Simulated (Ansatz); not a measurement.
# Settings and their price: glassy Ga2O3 (175 atoms)

Density of this cell: 5.30 g/cm³. The cell holds 175 atoms: 70 Ga and 105 O. Cell: a = 12.715 Å, b = 12.715 Å, c = 12.715 Å, α = 90.0°, β = 90.0°, γ = 90.0°. 175 atoms (70 Fe, 105 O) placed at random at 4.52 g/cm³, melted at 4500 K for 20 ps at fixed volume with the Morse and Coulomb pair potential with partial charges (Pedone, Malavasi, Menziani, Cormack and Segre, J. Phys. Chem. B 110, 11780 (2006)). Quenched from 4500 K to 300 K at 100 K/ps and fixed volume, held 5 ps. Then Fe was replaced by Ga (the potential has no terms for the new elements, so the cell is a start for a DFT relaxation).

Geometry: as built.

Reference run: Kohn-Sham DFT, PBEsol, PAW (set soft_1), plane waves (Ansatz 0.2.0), cutoff 420 eV, k-mesh 2×2×2, fixed occupations.

* r.m.s. force component: 0.6739 eV/Å
* pressure: -15.6 GPa
* gap (highest filled to lowest empty level): 0.4235 eV
* SCF cycles: 15
* time: 8.3 s on 1 × NVIDIA GB200 with 32 threads of Arm Neoverse V2, shared host

**Question.** The cell is repeated and solved at Γ. How do error, time and memory go?
- plane waves, 175 atoms (1×1×1)
- support functions, 175 atoms (1×1×1)
- support functions, 1400 atoms (2×2×2)
- truncated density matrix, 1400 atoms (2×2×2)
- truncated density matrix, 4725 atoms (3×3×3)

Differences are against the typed cell on a 2×2×2 mesh, which samples like Γ on 1400 atoms (r.m.s. force component 0.674 eV/Å, gap 0.423 eV). Every repeated cell is solved at Γ, and forces are averaged over the copies of each atom. Hardware: 1 × NVIDIA GB200 with 32 threads of Arm Neoverse V2, shared host.

```csv
atoms,repeats,basis,"Δ force, r.m.s. (meV/Å)",Δ energy (meV/atom),less plane waves of the same size (meV/atom),gap (eV),spread among copies (meV/Å),SCF cycles,time,host memory (GiB),planned on the GPU (GiB)
175,1×1×1,plane waves,7.18,2.94,-,0.406,-,15,2.1 s,1.2,7.2
175,1×1×1,support functions,7.38,-0.773,-3.7,0.407,-,16,6.7 s,1.2,5.7
1400,2×2×2,support functions,1.07,-3.77,-,0.424,0.008,23,71 s,3.5,36
1400,2×2×2,truncated density matrix,1.08,-3.77,-,-,0.002,25,53 s,3.5,40
4725,3×3×3,truncated density matrix,1.15,-3.83,-,-,0.017,26,4.4 min,33,77
```

With support functions, the time grows as the 1.1 power of the atom count between the two largest sizes, 175 and 1400 atoms (16 and 23 SCF cycles). The smaller run is short enough for fixed overheads to flatten this slope. With the truncated density matrix, the time grows as the 1.3 power of the atom count between the two largest sizes, 1400 and 4725 atoms. At 1400 atoms truncation (run in mixed precision) changes the energy by +0.0005 meV/atom and takes 0.75 times the time of the full density matrix. At equal size the support functions lie 3.7 meV/atom below plane waves, likely because their grid holds more waves than 420 eV; no run tests this. At the largest size the support functions' forces differ from the reference by 0.16 % of the r.m.s. force, where they sample the same k-points. In some support-function runs the search for missed states was left out or partial.

[Logs are printed without paths, hosts, clocks, repeated set-up lines and the standing remarks that a program may print on its own settings, such as how far it seeks lower states.]

[Hosts, paths, dates, database ids (printed as entryN), source tags and the programs' standing remarks are cut or masked in the printed files.]
